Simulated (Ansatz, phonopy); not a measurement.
# SrBe (hypothetical, Pm-3m): thermal expansion from first principles, part 3 of 4

Aim: the lattice, expansion, heat capacity and bulk modulus of SrBe (hypothetical) as it warms. The compound is hypothetical: it was made by swapping elements on a known structure type.

Ansatz 0.2.0; DFT PBEsol, scalar-relativistic, plane waves, PAW.

So far, principal linear expansion coefficients at 298 K (× 1e-6/K): step 6 (the quasi-harmonic study, q-mesh 2×2×2) 19.2. Also isothermal bulk modulus at 298 K (GPa): step 6 27.9.

## 8. Phonons on strained cells, q-mesh 4×4×4

Thermal expansion follows from how the free energy of the vibrations (and of the electrons in a metal) changes with strain, so the program makes strained cells, their phonons and a fit in one run.

This step: DFT PBEsol, scalar-relativistic, plane waves, PAW (Ansatz 0.2.0).

File input.yaml:

```yaml
crystal:
  lattice:
    - [3.697712777, 0.0, 0.0]
    - [0.0, 3.697712777, 0.0]
    - [0.0, 0.0, 3.697712777]
  atoms:
    - { symbol: Sr, position: [0.5, 0.5, 0.5] }
    - { symbol: Be, position: [0.0, 0.0, 0.0] }
kpoints:
  mp_grid: { grid: [12, 12, 12] }
hamiltonian:
  xc: pbesol
scf:
  occupations: { method: methfessel_paxton, width: 0.2 }
output:
  eigenvalues: true
phonons:
  method: dfpt
  qmesh: [4, 4, 4]
  temperatures: { t_max: 900.0, t_step: 50 }
  thermal_expansion: {}
```

Launch:

```bash
ansatz run input.yaml --threads 4 --pin off --max-ram 8192MiB --backend cpu --events-out ev --progress --plain --runs-dir out
```

Numbers of over 12 decimals in the logs are rounded to 6 here.

What it wrote:

```text
[...]
Crystal: 2 atoms, lattice volume = 50.559 Å³
Basis set: ecut = 487.2 eV, 1237 PW (Γ), exchange–correlation on 54×54×54 points (8 copies of the dense FFT grid, shifted against one another)
Bands: 10, of which v1, the nominal top of the filled ones, is band 6 counted from 1 (5 counted from 0)
Symmetry: 48 space group operations
[...]
k-points: 84 of 1728
[...]
SCF iter   1: F=—  HF=-3581.484462 eV  |F-HF|=—  |Δ(HF+E_count)|=         —  Δρ=1.79e-3  dr2=1.64e-3  ethr=1.77e-3  ⟨swp⟩=6.3  Hψ=6659  notcnv=0
[...]
SCF iter   8: F=-3581.484534 eV  HF=-3581.484534 eV  |F-HF|=4.55e-12  |Δ(HF+E_count)|=  3.10e-10  S|Δr|=    0.00e0  Δρ=1.38e-7  dr2=6.88e-12  ethr=1.00e-12  ⟨swp⟩=6.3  Hψ=4370  notcnv=0
SCF 1 converged in 8 iterations: F = -3581.484534 eV  dr2 = 6.88e-12
[...]
relax step   1: F+E_penalty+E_count = -3581.48453417 eV  Δ(F+E_penalty+E_count) = +0.000e0 eV  max|allowed force component| = 1.409e-29 eV/Å  Δτ_max = 0.0000 Å  (8 SCF iters, accepted)
SCF converged after 8 iterations
[...]
Free energy (F): -3581.484534 eV
[...]
Internal energy: -3581.488849 eV  (E = F + TS)
E sigma→0 (E₀):  -3581.485613 eV
Entropy (-TS):   0.004315 eV (2.157 meV/atom)
Fermi energy:    6.416166 eV
[...]
--- Stress (GPa, compression-positive) ---
        0.008384       0.000000       0.000000
        0.000000       0.008384       0.000000
        0.000000       0.000000       0.008384
  P = ⅓ Tr σ = 0.0084 GPa (0.084 kbar)
--- Band table (eV; the first three rows and the last of 84) ---
[...]
── thermal expansion: 3 new cells, 3 in all ──
thermal expansion: relaxation of cell 2
thermal expansion: relaxation of cell 3
── thermal expansion: 2 new cells, 5 in all ──
thermal expansion: relaxation of cell 4
thermal expansion: lower-state search of cell 4
thermal expansion: electrons of cell 4
thermal expansion: phonons of cell 4
thermal expansion: relaxation of cell 5
thermal expansion: electrons of cell 1
thermal expansion: electrons of cell 2
thermal expansion: electrons of cell 3
thermal expansion: electrons of cell 5
thermal expansion: phonons of cell 5
── thermal expansion: 6 new cells, 11 in all ──
thermal expansion: relaxation of cell 6
thermal expansion: relaxation of cell 7
thermal expansion: relaxation of cell 8
thermal expansion: relaxation of cell 9
thermal expansion: relaxation of cell 10
thermal expansion: relaxation of cell 11
thermal expansion: electrons of cell 6
thermal expansion: electrons of cell 7
thermal expansion: electrons of cell 8
thermal expansion: electrons of cell 9
thermal expansion: electrons of cell 10
thermal expansion: electrons of cell 11
thermal expansion: phonons of cell 6
thermal expansion: phonons of cell 7
thermal expansion: phonons of cell 8
--- Relaxed structure (1 steps of the walk, 1 accepted, 0 SCFs on fresh bases) ---
  F+E_penalty+E_count = -3581.48453417 eV   max|allowed force component| = 1.409e-29 eV/Å
  atoms:
    - { symbol: Sr, position: [0.5, 0.5, 0.5] }
    - { symbol: Be, position: [0.0, 0.0, 0.0] }
--- Thermal expansion: 11 cells in 3 rounds, 0 GPa ---
  no lower state was reached at cell 4; its state was not examined: fill_not_monotonic
  without vibrations: a 3.69818, b 3.69818, c 3.69818 Å, V 50.5781 Å³, B 31.29 GPa
  at 0 K: a 3.70793, b 3.70793, c 3.70793 Å, V 50.9794 Å³, B 30.46 GPa
  zero-point expansion: a +0.264, b +0.264, c +0.264, V +0.793 %
[...]
0.00    3.70793    3.70793    3.70793    50.9794 |    0.00    0.00    0.00    0.00 |   35.87 |     0.000     0.000 |    30.46    30.46
   100.00    3.70943    3.70943    3.70943    51.0414 |   10.25   10.25   10.25   30.75 |   47.90 |    32.548    32.461 |    30.05    30.13
   200.00    3.71464    3.71464    3.71464    51.2566 |   16.65   16.65   16.65   49.94 |   54.16 |    44.742    44.293 |    29.14    29.43
   298.15    3.72125    3.72125    3.72125    51.5306 |   19.31   19.31   19.31   57.94 |       - |    48.716    47.842 |    28.14    28.66
   350.00    3.72507    3.72507    3.72507    51.6898 |   20.34   20.34   20.34   61.02 |   59.61 |    49.934    48.815 |    27.60    28.24
   450.00    3.73299    3.73299    3.73299    52.0201 |   22.10   22.10   22.10   66.29 |   62.56 |    51.681    50.036 |    26.54    27.41
   550.00    3.74157    3.74157    3.74157    52.3795 |   23.80   23.80   23.80   71.40 |   65.41 |    53.120    50.869 |    25.45    26.58
   650.00    3.75081    3.75081    3.75081    52.7686 |   25.56   25.56   25.56   76.69 |   68.28 |    54.494    51.536 |    24.35    25.75
   750.00    3.76076    3.76076    3.76076    53.1898 |   27.46   27.46   27.46   82.38 |   71.26 |    55.911    52.125 |    23.22    24.91
   850.00    3.77149    3.77149    3.77149    53.6462 |   29.54   29.54   29.54   88.61 |   74.40 |    57.433    52.672 |    22.08    24.08
   900.00    3.77717    3.77717    3.77717    53.8889 |   30.66   30.66   30.66   91.98 |   76.04 |    58.248    52.935 |    21.50    23.66
[...]
vibrations' free energy: its fit leaves 0.0001 meV an atom at the most
[...]
free energies summed between the sampled wave vectors
[...]
the FFT grids of the static calculations differ: 27 × 27 × 27, 30 × 30 × 30
```

Wall time 20 min (4 threads of Arm Neoverse V2, shared host); peak memory 1.6 GiB; 79 min of CPU time.

Numbers from this step:

```
volume expansion coefficient at 298 K            : 57.94 1e-6/K
C_P at 298 K                                     : 24.36 J/mol-atom/K
entropy at 298 K                                 : 36.1 J/mol-atom/K
isothermal bulk modulus at 298 K                 : 28.14 GPa
Grüneisen parameter at 298 K                     : 1.058
volume at 298 K                                  : 25.77 Å³/atom
principal linear expansion coefficients at 298 K : 19.31, 19.31, 19.31 1e-6/K
```

Strained cells of the study; zero-point energy where phonons were solved; the pressures are stresses at a fixed cutoff and can carry an offset from the finite basis. Expansion cells, by row:

| cell | \|a\| (Å) | \|b\| (Å) | \|c\| (Å) | V (Å³/atom) | E - E_lowest (meV/atom) | pressure, compression positive (GPa) | gap (eV) | zero-point energy (meV/atom) |
| --- | --- | --- | --- | --- | --- | --- | --- | --- |
| 1 | 3.698 | 3.698 | 3.698 | 25.28 | 0 | 0.007 | - | - |
| 2 | 3.727 | 3.727 | 3.727 | 25.89 | 1.359 | -0.708 | - | - |
| 3 | 3.668 | 3.668 | 3.668 | 24.68 | 1.459 | 0.788 | - | - |
| 4 | 3.698 | 3.698 | 3.698 | 25.29 | 0 | -0.006 | - | 30.7 |
| 5 | 3.717 | 3.717 | 3.717 | 25.67 | 0.559 | -0.46 | - | 30.12 |
| 6 | 3.745 | 3.745 | 3.745 | 26.25 | 3.404 | -1.095 | - | 29.24 |
| 7 | 3.768 | 3.768 | 3.768 | 26.75 | 7.556 | -1.584 | - | 28.49 |
| 8 | 3.792 | 3.792 | 3.792 | 27.25 | 13.27 | -2.036 | - | 27.74 |
| 9 | 3.662 | 3.662 | 3.662 | 24.54 | 2.219 | 0.98 | - | - |
| 10 | 3.68 | 3.68 | 3.68 | 24.91 | 0.544 | 0.474 | - | - |
| 11 | 3.822 | 3.822 | 3.822 | 27.91 | 22.76 | -2.565 | - | - |

Quasi-harmonic; a, b, c are the run's own cell vectors. Expansion, by row:

| T (K) | a (Å) | b (Å) | c (Å) | alpha (deg) | beta (deg) | gamma (deg) | cell volume (Å³/cell) | alpha_a (1e-6/K) | alpha_b (1e-6/K) | alpha_c (1e-6/K) | alpha_V (1e-6/K) | C_P (J/mol-atom/K) | C_V (J/mol-atom/K) | S (J/mol-atom/K) | B_T (GPa) | B_S (GPa) | Grueneisen | extrapolation | fit error (1e-6/K) |
| --- | --- | --- | --- | --- | --- | --- | --- | --- | --- | --- | --- | --- | --- | --- | --- | --- | --- | --- | --- |
| 0 | 3.708 | 3.708 | 3.708 | 90 | 90 | 90 | 50.98 | 0 | 0 | 0 | 0 | 0 | 0 | 0 | 30.46 | 30.46 | - | 0 | 0 |
| 50 | 3.708 | 3.708 | 3.708 | 90 | 90 | 90 | 50.99 | 3.61 | 3.61 | 3.61 | 10.82 | 8.516 | 8.514 | 4.592 | 30.37 | 30.38 | 0.592 | 0 | 0.01 |
| 100 | 3.709 | 3.709 | 3.709 | 90 | 90 | 90 | 51.04 | 10.25 | 10.25 | 10.25 | 30.75 | 16.27 | 16.23 | 13.14 | 30.05 | 30.13 | 0.875 | 0 | 0.05 |
| 150 | 3.712 | 3.712 | 3.712 | 90 | 90 | 90 | 51.14 | 14.31 | 14.31 | 14.31 | 42.92 | 20.28 | 20.16 | 20.59 | 29.61 | 29.8 | 0.971 | 0 | 0.09 |
| 200 | 3.715 | 3.715 | 3.715 | 90 | 90 | 90 | 51.26 | 16.65 | 16.65 | 16.65 | 49.94 | 22.37 | 22.15 | 26.74 | 29.14 | 29.43 | 1.014 | 0 | 0.1 |
| 250 | 3.718 | 3.718 | 3.718 | 90 | 90 | 90 | 51.39 | 18.19 | 18.19 | 18.19 | 54.56 | 23.59 | 23.25 | 31.88 | 28.64 | 29.04 | 1.04 | 0 | 0.09 |
| 298.1 | 3.721 | 3.721 | 3.721 | 90 | 90 | 90 | 51.53 | 19.31 | 19.31 | 19.31 | 57.94 | 24.36 | 23.92 | 36.1 | 28.14 | 28.66 | 1.058 | 0 | 0.06 |
| 300 | 3.721 | 3.721 | 3.721 | 90 | 90 | 90 | 51.54 | 19.35 | 19.35 | 19.35 | 58.06 | 24.38 | 23.94 | 36.25 | 28.12 | 28.64 | 1.058 | 0 | 0.06 |
| 350 | 3.725 | 3.725 | 3.725 | 90 | 90 | 90 | 51.69 | 20.34 | 20.34 | 20.34 | 61.02 | 24.97 | 24.41 | 40.05 | 27.6 | 28.24 | 1.074 | 0 | 0.02 |
| 400 | 3.729 | 3.729 | 3.729 | 90 | 90 | 90 | 51.85 | 21.24 | 21.24 | 21.24 | 63.71 | 25.44 | 24.75 | 43.42 | 27.08 | 27.83 | 1.088 | 0 | 0.06 |
| 450 | 3.733 | 3.733 | 3.733 | 90 | 90 | 90 | 52.02 | 22.1 | 22.1 | 22.1 | 66.29 | 25.84 | 25.02 | 46.44 | 26.54 | 27.41 | 1.102 | 0 | 0.12 |
| 500 | 3.737 | 3.737 | 3.737 | 90 | 90 | 90 | 52.2 | 22.95 | 22.95 | 22.95 | 68.84 | 26.21 | 25.24 | 49.18 | 26 | 27 | 1.114 | 0 | 0.18 |
| 550 | 3.742 | 3.742 | 3.742 | 90 | 90 | 90 | 52.38 | 23.8 | 23.8 | 23.8 | 71.4 | 26.56 | 25.43 | 51.7 | 25.45 | 26.58 | 1.127 | 0 | 0.22 |
| 600 | 3.746 | 3.746 | 3.746 | 90 | 90 | 90 | 52.57 | 24.67 | 24.67 | 24.67 | 74.01 | 26.9 | 25.61 | 54.02 | 24.9 | 26.16 | 1.139 | 0 | 0.25 |
| 650 | 3.751 | 3.751 | 3.751 | 90 | 90 | 90 | 52.77 | 25.56 | 25.56 | 25.56 | 76.69 | 27.25 | 25.77 | 56.19 | 24.35 | 25.75 | 1.151 | 0 | 0.25 |
| 700 | 3.756 | 3.756 | 3.756 | 90 | 90 | 90 | 52.98 | 26.49 | 26.49 | 26.49 | 79.48 | 27.6 | 25.92 | 58.22 | 23.79 | 25.33 | 1.164 | 0 | 0.21 |
| 750 | 3.761 | 3.761 | 3.761 | 90 | 90 | 90 | 53.19 | 27.46 | 27.46 | 27.46 | 82.38 | 27.95 | 26.06 | 60.14 | 23.22 | 24.91 | 1.176 | 0 | 0.11 |
| 800 | 3.766 | 3.766 | 3.766 | 90 | 90 | 90 | 53.41 | 28.47 | 28.47 | 28.47 | 85.42 | 28.33 | 26.2 | 61.95 | 22.65 | 24.49 | 1.188 | 0 | 0.11 |
| 850 | 3.771 | 3.771 | 3.771 | 90 | 90 | 90 | 53.65 | 29.54 | 29.54 | 29.54 | 88.61 | 28.72 | 26.34 | 63.68 | 22.08 | 24.08 | 1.2 | 0 | 0.39 |
| 900 | 3.777 | 3.777 | 3.777 | 90 | 90 | 90 | 53.89 | 30.66 | 30.66 | 30.66 | 91.98 | 29.12 | 26.47 | 65.34 | 21.5 | 23.66 | 1.212 | 0 | 0.8 |

Expansion coefficient against temperature; values in 1e-6/K:

| temperature (K) | volume | principal 1 |
| --- | --- | --- |
| 0 | 0 | 0 |
| 50 | 10.8 | 3.61 |
| 100 | 30.8 | 10.2 |
| 150 | 42.9 | 14.3 |
| 200 | 49.9 | 16.6 |
| 250 | 54.6 | 18.2 |
| 298 | 57.9 | 19.3 |
| 300 | 58.1 | 19.4 |
| 350 | 61.0 | 20.3 |
| 400 | 63.7 | 21.2 |
| 450 | 66.3 | 22.1 |
| 500 | 68.8 | 22.9 |
| 550 | 71.4 | 23.8 |
| 600 | 74.0 | 24.7 |
| 650 | 76.7 | 25.6 |
| 700 | 79.5 | 26.5 |
| 750 | 82.4 | 27.5 |
| 800 | 85.4 | 28.5 |
| 850 | 88.6 | 29.5 |
| 900 | 92.0 | 30.7 |

Changing the q-mesh (2×2×2 → 4×4×4) takes the volume expansion at 298 K from 57.6 to 57.9 × 10⁻⁶/K and B_T from 27.9 to 28.1 GPa.

## 9. Quasi-harmonic fit by phonopy

This step: DFT PBEsol, scalar-relativistic, plane waves, PAW (phonopy 4.10.0).

Numbers from this step:

| Quantity | Value |
| --- | --- |
| volume expansion coefficient at 300 K | 57.96 1e-6/K |
| isothermal bulk modulus at 300 K | 28.12 GPa |
| C_P at 300 K | 24.46 J/mol-atom/K |
| Grüneisen parameter at 300 K | 1.078 |

The energy (each curve on its own zero) by volume; values in meV/atom:

| volume (Å³/atom) | static | F at 0 K | F at 300 K | F at 900 K |
| --- | --- | --- | --- | --- |
| 25.290 | 0 | 1.45 | 3.44 | 9.84 |
| 25.672 | 0.56 | 1.42 | 2.67 | 6.63 |
| 26.254 | 3.4 | 3.38 | 3.42 | 3.49 |
| 26.750 | 7.56 | 6.79 | 5.73 | 2.34 |
| 27.255 | 13.3 | 11.8 | 9.52 | 2.48 |

Phonopy-qha, vinet fit of F(V) at each temperature. Qha vinet, by row:

| T (K) | fitted volume (Å³/atom) | alpha_V (1e-6/K) | B_T (GPa) | C_P (J/mol-atom/K) | Grueneisen |
| --- | --- | --- | --- | --- | --- |
| 100 | 25.52 | 29.39 | 30.04 | 16.15 | 0.8438 |
| 150 | 25.57 | 42.09 | 29.61 | 20.34 | 0.9628 |
| 200 | 25.63 | 49.55 | 29.13 | 22.47 | 1.02 |
| 250 | 25.7 | 54.37 | 28.63 | 23.68 | 1.053 |
| 300 | 25.77 | 57.96 | 28.12 | 24.46 | 1.078 |
| 350 | 25.85 | 60.97 | 27.6 | 25.03 | 1.098 |
| 400 | 25.93 | 63.69 | 27.07 | 25.49 | 1.117 |
| 450 | 26.01 | 66.29 | 26.54 | 25.88 | 1.135 |
| 500 | 26.1 | 68.85 | 26 | 26.25 | 1.152 |
| 550 | 26.19 | 71.43 | 25.45 | 26.59 | 1.17 |
| 600 | 26.29 | 74.05 | 24.9 | 26.93 | 1.187 |
| 650 | 26.38 | 76.74 | 24.35 | 27.27 | 1.205 |
| 700 | 26.49 | 79.52 | 23.79 | 27.62 | 1.223 |
| 750 | 26.6 | 82.41 | 23.23 | 27.97 | 1.24 |
| 800 | 26.71 | 85.43 | 22.67 | 28.34 | 1.258 |
| 850 | 26.82 | 88.58 | 22.1 | 28.73 | 1.277 |

The volume expansion coefficient by temperature; values in 1e-6/K:

| temperature (K) | phonopy-qha, Vinet | Ansatz's own study |
| --- | --- | --- |
| 100 | 29.4 | 30.8 |
| 150 | 42.1 | 42.9 |
| 200 | 49.5 | 49.9 |
| 250 | 54.4 | 54.6 |
| 300 | 58.0 | 58.1 |
| 350 | 61.0 | 61.0 |
| 400 | 63.7 | 63.7 |
| 450 | 66.3 | 66.3 |
| 500 | 68.8 | 68.8 |
| 550 | 71.4 | 71.4 |
| 600 | 74.0 | 74.0 |
| 650 | 76.7 | 76.7 |
| 700 | 79.5 | 79.5 |
| 750 | 82.4 | 82.4 |
| 800 | 85.4 | 85.4 |
| 850 | 88.6 | 88.6 |

The fit gives a volume expansion of 58.0 × 10⁻⁶/K at 300 K, against 57.9 at 298 K from the study itself, whose static fit uses more cells.

## 10. Relaxation under pressure

The study at pressure needs a start near its own equilibrium, so the cell is first relaxed to that pressure.

This step: DFT PBEsol, scalar-relativistic, plane waves, PAW (Ansatz 0.2.0).

input.yaml, the sections that differ from step 8:

```yaml
output:
  forces: true
  stress: true
  eigenvalues: true
relax:
  adjacent_minimum: "off"
  f_tol: 0.001
  max_steps: 60
  cell: { stress_tol: 0.05, p_target: 10.0 }
# crystal, kpoints, hamiltonian, scf: as in step 8
# phonons: removed
```

What it wrote:

```text
[...]
Crystal: 2 atoms, lattice volume = 50.559 Å³
Basis set: ecut = 420 eV, 1021 PW (Γ), exchange–correlation on 50×50×50 points (8 copies of the dense FFT grid, shifted against one another)
Bands: 10, of which v1, the nominal top of the filled ones, is band 6 counted from 1 (5 counted from 0)
Symmetry: 48 space group operations
[...]
k-points: 84 of 1728
[...]
0.000000       0.000000       9.991452
  P = ⅓ Tr σ = 9.9915 GPa (99.915 kbar)
--- Band table (eV; the first three rows and the last of 84) ---
[...]
--- Relaxed structure (5 steps of the walk, 5 accepted, 1 SCFs on fresh bases) ---
[...]
cell:  # Å, volume = 40.6297 Å³
    - [3.437804, 0, 0.0]
    - [0, 3.437804, 0]
    - [0.0, 0, 3.437804]
  atoms:
    - { symbol: Sr, position: [0.500000, 0.500000, 0.500000] }
    - { symbol: Be, position: [0, 0, 0] }
[key lines of the parts left out:]
SCF converged after 5 iterations
Free energy (F): -3581.220608 eV
Fermi energy:    8.435787 eV
```

Elapsed: 3.9 s, on 4 threads; peak memory 0.42 GiB.

Relaxation path:

| step | energy less that of the first step (eV) | largest force component (eV/Å) | pressure (GPa) | volume (Å³) |
| --- | --- | --- | --- | --- |
| 1 | 0.0000 | 0.0000 | 0.01 | 50.56 |
| 2 | 0.1200 | 0.0000 | 6.11 | 43.52 |
| 3 | 0.3061 | 0.0000 | 11.03 | 39.98 |
| 4 | 0.2607 | 0.0000 | 9.93 | 40.67 |
| 5 | 0.2635 | 0.0000 | 10.00 | 40.63 |
| 6* | 0.2637 | 0.0000 | 9.99 | 40.63 |

Relaxation steps marked * repeat the geometry before them on a plane-wave basis chosen anew for their cell, so energy and pressure can jump there.

The run keeps the 48 symmetry operations that it works with, so distortions that break them were not tested.

| conventional cell, symmetrised | before | after | change |
| --- | --- | --- | --- |
| a (Å) | 3.698 | 3.438 | -7.0 % |
| b (Å) | 3.698 | 3.438 | -7.0 % |
| c (Å) | 3.698 | 3.438 | -7.0 % |
| volume (Å³/atom) | 25.28 | 20.31 | -19.6 % |

Final coordinates:

```cif
data_structure
_symmetry_space_group_name_H-M 'P 1'
_symmetry_Int_Tables_number 1
_cell_length_a 3.4378
_cell_length_b 3.4378
_cell_length_c 3.4378
_cell_angle_alpha 90.000
_cell_angle_beta 90.000
_cell_angle_gamma 90.000
_cell_volume 40.63
loop_
_atom_site_label
_atom_site_type_symbol
_atom_site_fract_x
_atom_site_fract_y
_atom_site_fract_z
_atom_site_occupancy
Sr1 Sr 0.50000 0.50000 0.50000 1
Be2 Be 0.00000 0.00000 0.00000 1
```

This step gave:

* pressure: 9.991 GPa
* volume per atom: 20.31 Å³

The cell shrank by 19.6 % in volume.

[end of part 3 of 4]

[Logs are printed without paths, hosts, clocks, repeated set-up lines and the standing remarks that a program may print on its own settings, such as how far it seeks lower states.]

[Hosts, paths, dates, database ids (printed as entryN), source tags and the programs' standing remarks are cut or masked in the printed files.]

[A step with changed settings may run another functional than the one named; its input shows which.]

[Pressures of single members of a volume series are the stress at the run's cutoff; with an incomplete basis they can lie off −dE/dV of the same runs, and they are not shown converged.]
